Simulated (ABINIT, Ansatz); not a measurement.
# AlSbTe3 (Pm-3m): zone-centre phonons, part 5 of 5

Which modes does AlSbTe3 (Pm-3m) have at the zone centre?

ABINIT 10.8.3; DFT LDA, scalar-relativistic, plane waves, HGH norm-conserving pseudopotentials.

So far, highest optical zone-centre mode (no LO-TO term) (cm⁻¹): step 5 (zone-centre analysis) 302; step 6 (ASR 0, chneut 0) 302.

The structure was built from a prototype and need not be the compound's stable phase.

**7. Cross-check with Ansatz**

The same cell goes through another code, with its own cutoff. The potentials differ.

This step: DFT LDA, scalar-relativistic, plane waves, PseudoDojo norm-conserving pseudopotentials (Ansatz 0.2.0).

Contents of input.yaml:

```yaml
crystal:
  lattice:
    - [5.1996304422, 0.0, 0.0]
    - [0.0, 5.1996304422, 0.0]
    - [0.0, 0.0, 5.1996304422]
  atoms:
    - { symbol: Sb, position: [0.0, 0.0, 0.0] }
    - { symbol: Al, position: [0.5, 0.5, 0.5] }
    - { symbol: Te, position: [0.5, 0.5, 0.0] }
    - { symbol: Te, position: [0.5, 0.0, 0.5] }
    - { symbol: Te, position: [0.0, 0.5, 0.5] }
kpoints:
  mp_grid: { grid: [4, 4, 4] }
hamiltonian:
  xc: lda
  pseudopotentials: { kind: nc, accuracy: standard }
scf:
  occupations: { method: gaussian, width: 0.27211 }
output:
  eigenvalues: true
phonons:
  method: dfpt
```

Command:

```bash
> ansatz run input.yaml --threads 4 --pin off --max-ram 8192MiB --backend cpu --events-out ev --progress --plain --runs-dir out
```

Log:

```text
zone centre: on kpoints.mp_grid the ground state, and the responses unless they are solved on pairs of k-points, stand on 27 of the mesh's 64 k-points, reduced under 8 symmetry operations, with k and −k counted as one. Each operation leaves every solved displacement unchanged or reverses it
Engine: ansatz 0.2.0, x86_64-unknown-linux-gnu
Pseudopotentials: kind: nc
Pseudopotential: Sb, nc, valence charge 15, recommended cutoff 1142.878222 eV (normal), Sb.nc.azcp (PseudoDojo's, or run here from an input of PseudoDojo's; its table is named by hamiltonian.pseudopotentials.accuracy)
Pseudopotential: Al, nc, valence charge 3, recommended cutoff 598.650497 eV (normal), Al.nc.azcp (PseudoDojo's, or run here from an input of PseudoDojo's; its table is named by hamiltonian.pseudopotentials.accuracy)
Pseudopotential: Te, nc, valence charge 16, recommended cutoff 1120 eV (normal), Te.nc.azcp (PseudoDojo's, or run here from an input of PseudoDojo's; its table is named by hamiltonian.pseudopotentials.accuracy)
Functional definition: SPW92
  exchange = slater_x
  correlation = pw_c
Crystal: 5 atoms, lattice volume = 140.578 Å³
Basis set: ecut = 1142.878222 eV, 12293 PW (Γ), exchange–correlation on 120×120×120 points (8 copies of the dense FFT grid, shifted against one another)
Bands: 40, of which v1, the nominal top of the filled ones, is band 33 counted from 1 (32 counted from 0)
Symmetry: 48 space group operations
k-points: 27 of 64 (irreducible under 8 space group operations)
Non-local potential: Sb, projectors of the file, l = 0: 2, l = 1: 2, l = 2: 2
Non-local potential: Al, projectors of the file, l = 0: 2, l = 1: 2, l = 2: 2
Non-local potential: Te, projectors of the file, l = 0: 3, l = 1: 2, l = 2: 2, l = 3: 2
Initial density: superposition of atomic densities (chi_scale 0.1, normalization cell, long waves kept (reshape's long-wave potential 0.00 eV rms))
Initial wavefunctions: pseudopotential atomic-orbital guess
Functional: x = slater, c = lda
SCF iter   1: F=—  HF=-11067.342690 eV  |F-HF|=—  |Δ(HF+E_count)|=         —  Δρ=2.29e-2  dr2=2.27e0  ethr=3.10e-3  ⟨swp⟩=7.5  Hψ=4514  notcnv=0
preconditioner: auto → Kerker (q_TF=auto, 2.405 Å⁻¹)  [metal: Δε(μ)=0.357 eV  Ē_g=8.216 eV  σ=0.272 eV  W_gap=0.48  n_scr=26 (ndim 8)  ℏωp=16.0 eV  f_vac=0.000  D(μ)=2.92/eV (n_scr^D=18)]
SCF iter   2: F=—  HF=-11067.003595 eV  |F-HF|=—  |Δ(HF+E_count)|=   3.39e-1  Δρ=1.27e-2  dr2=6.21e-1  ethr=3.10e-3  ⟨swp⟩=1.1  Hψ=1298  notcnv=0
SCF iter   3: F=—  HF=-11066.868880 eV  |F-HF|=—  |Δ(HF+E_count)|=   1.35e-1  Δρ=2.50e-3  dr2=1.40e-2  ethr=9.40e-4  ⟨swp⟩=1.8  Hψ=1142  notcnv=0
SCF iter   4: F=—  HF=-11066.869296 eV  |F-HF|=—  |Δ(HF+E_count)|=   4.17e-4  Δρ=7.59e-4  dr2=2.24e-3  ethr=2.13e-5  ⟨swp⟩=2.8  Hψ=2028  notcnv=0  defer=3
SCF iter   5: F=—  HF=-11066.868999 eV  |F-HF|=—  |Δ(HF+E_count)|=   2.97e-4  Δρ=2.82e-4  dr2=2.81e-4  ethr=3.39e-6  ⟨swp⟩=2.0  Hψ=1210  notcnv=0  defer=3
SCF iter   6: F=—  HF=-11066.868951 eV  |F-HF|=—  |Δ(HF+E_count)|=   4.83e-5  Δρ=8.52e-5  dr2=2.18e-5  ethr=4.26e-7  ⟨swp⟩=2.0  Hψ=1253  notcnv=0  defer=3
SCF iter   7: F=—  HF=-11066.868945 eV  |F-HF|=—  |Δ(HF+E_count)|=   6.21e-6  Δρ=2.34e-5  dr2=1.87e-6  ethr=3.30e-8  ⟨swp⟩=2.4  Hψ=1564  notcnv=0  defer=3
SCF iter   8: F=—  HF=-11066.868729 eV  |F-HF|=—  |Δ(HF+E_count)|=   2.16e-4  Δρ=4.69e-6  dr2=5.90e-8  ethr=2.83e-9  ⟨swp⟩=2.2  Hψ=1676  notcnv=0  defer=3
SCF iter   9: F=—  HF=-11066.868729 eV  |F-HF|=—  |Δ(HF+E_count)|=   1.48e-8  Δρ=1.77e-6  dr2=4.73e-9  ethr=8.94e-11  ⟨swp⟩=2.3  Hψ=1989  notcnv=0  defer=3
SCF iter  10: F=—  HF=-11066.868729 eV  |F-HF|=—  |Δ(HF+E_count)|=   1.15e-9  Δρ=2.09e-7  dr2=6.04e-11  ethr=7.17e-12  ⟨swp⟩=2.7  Hψ=2080  notcnv=0  defer=3
SCF iter  11: F=-11066.868729 eV  HF=-11066.868729 eV  |F-HF|=1.82e-12  |Δ(HF+E_count)|=  9.09e-12  Δρ=4.47e-8  dr2=1.99e-12  ethr=1.00e-12  ⟨swp⟩=12.6  Hψ=7234  notcnv=0
SCF 1 converged in 11 iterations: F = -11066.868729 eV  dr2 = 1.99e-12
DFPT response loops at Γ: preconditioner auto → Kerker (q_TF=auto, 2.405 Å⁻¹) (partly filled bands, converged f_vac=0.000); β = 1.00, the filter's whole step (`scf.mixing.beta` (0.50) is not read by the response loops under this deck's `scf.mixing.preconditioner`; to damp them name `kerker` or `kerker_dos`, under which they read `scf.mixing.beta`, and type it under 1.00, their step now; both keys bind the ground state too); Broyden in place of MSR1
SCF converged after 11 iterations
Free energy (F): -11066.868729 eV
Harris-Foulkes:  -11066.868729 eV  (|F-HF|=1.82e-12)
Internal energy: -11066.719057 eV  (E = F + TS)
E sigma→0 (E₀):  -11066.793893 eV
Entropy (-TS):   -0.149672 eV (-29.934 meV/atom)
Fermi energy:    9.324003 eV
--- Per-component energies (eV) ---
  E_band       = -911.434117
  E_kinetic    = 6104.920513
  E_local      = -7919.365210  (includes V_loc(G=0)·N_el)
  E_nonlocal   = -2864.281543
  E_hartree    = 2700.339294
  E_xc         = -2613.072865
  E_vxc        = -1633.386464  (∫ρ·V_xc dr)
  E_ewald      = -6475.259246
  E_smearing   = -0.149672  (= −TS)
  E_closure    = 0.000000  (closes the sum)
  Σ components = -11066.868729   (vs F -11066.868729, Δ=0.00e0)
--- Band table (eV; the first three rows and the last of 27) ---
  k-point 0: bands = [... 29 lower, 7.7913, 8.0598, 8.4535, 8.4535, 8.4535, 11.5106, 11.5106, 11.5106, ... 3 higher]
  k-point 1: bands = [... 29 lower, 7.2126, 8.0085, 8.4317, 8.4317, 9.9826, 10.3003, 10.8759, 10.8759, ... 3 higher]
  k-point 2: bands = [... 29 lower, 7.6556, 7.8637, 8.4873, 8.7726, 8.7726, 10.1743, 10.1743, 12.1751, ... 3 higher]
  k-point 26: bands = [... 29 lower, 8.4963, 10.3272, 10.3272, 10.3272, 11.0533, 11.0533, 11.0533, 12.3946, ... 3 higher]
--- Phonons (Γ-DFPT): 4 representative perturbations + reference, on 27 of 64 k-points (Σ response iterations 14) ---
  k mesh reduced under 8 symmetry operations, with k and −k counted as one. Each operation leaves every solved displacement unchanged or reverses it
  ASR residual: 1.589e-4 → 0.000e0 eV/Å²; symmetrization residual: 6.008e-5 eV/Å²
  ASR residual per site (eV/Å²): 1.59e-4 9.22e-7 2.77e-5 2.77e-5 2.77e-5
  Γ frequencies (cm⁻¹): -95.11 -95.11 -95.11 -54.44 -54.44 -54.44 0.00 0.00 0.00 20.47 20.47 20.47 310.41 310.41 310.41
  non-analytic LO–TO correction: not included (Born effective charges unavailable; polar crystals: no LO–TO splitting at Γ)
```

Elapsed: 2 min, on 4 threads of Intel Xeon at 2.70GHz, shared host; peak memory 2.5 GiB; 7 min of CPU time.

Numbers from this step:

- sum-rule residual before enforcement: 1.59e-4 eV/Å²
- highest optical zone-centre mode (no LO-TO term): 310.4 cm⁻¹
- lowest optical zone-centre mode: -95.11 cm⁻¹

**8. The two compared: ABINIT HGH and Ansatz, PseudoDojo**

Worked out from the results:

| Item | Value |
| --- | --- |
| root-mean-square difference | 5.56 cm⁻¹ |
| largest difference | 8 cm⁻¹ |

Optical modes, paired by symmetry label. Frequencies side by side, by row:

| q (reciprocal lattice) | mode | ABINIT HGH (cm⁻¹) | Ansatz, PseudoDojo (cm⁻¹) |
| --- | --- | --- | --- |
| 0 0 0 | 1 | -94.7 | -95.1 |
| 0 0 0 | 2 | -94.7 | -95.1 |
| 0 0 0 | 3 | -94.7 | -95.1 |
| 0 0 0 | 4 | -54.6 | -54.4 |
| 0 0 0 | 5 | -54.6 | -54.4 |
| 0 0 0 | 6 | -54.6 | -54.4 |
| 0 0 0 | 10 | 12.8 | 20.5 |
| 0 0 0 | 11 | 12.8 | 20.5 |
| 0 0 0 | 12 | 12.8 | 20.5 |
| 0 0 0 | 13 | 302.4 | 310.4 |
| 0 0 0 | 14 | 302.4 | 310.4 |
| 0 0 0 | 15 | 302.4 | 310.4 |

At the zone centre the largest difference (acoustic modes at Γ apart) is 3 % of the highest mode.

**9. Summary of results**

* space group after relaxation: Pm-3m
* volume per atom: 28.1 Å³
* highest optical zone-centre mode (no LO-TO term): 302.4 cm⁻¹
* lowest optical zone-centre mode: -94.7 cm⁻¹
* imaginary optical modes at the zone centre (no q mesh in this session): yes
* largest difference from Ansatz, PseudoDojo: 8 cm⁻¹

In words: At the LDA level the optical modes of AlSbTe3 (Pm-3m) at the zone centre run from 95i to 302 cm⁻¹, so the structure is a saddle point, with 6 modes beyond 10i cm⁻¹ there. ABINIT HGH and Ansatz, PseudoDojo differ by 5.6 cm⁻¹ in the root mean square and by 8.0 cm⁻¹ at most, 2.6 % of the highest mode compared (acoustic modes at Γ left out); the two use different potentials, and the cell was not relaxed for the second set. These are harmonic frequencies at zero temperature: anharmonic shifts and linewidths and thermal expansion are left out. Spin-orbit coupling is left out, which can matter for the heavy elements here. The HGH files keep few electrons and have no core correction, which is cheap but rough for Sb. In a metal the frequencies hang on the k mesh and the smearing, most of all near Kohn anomalies. The structure is a hypothetical one, built on a prototype.

[Host names and launcher messages were left out of these logs when they were recorded.]

[Logs are printed without paths, hosts, clocks, repeated set-up lines and the standing remarks that a program may print on its own settings, such as how far it seeks lower states.]

[Hosts, paths, dates, database ids (printed as entryN), source tags and the programs' standing remarks are cut or masked in the printed files.]
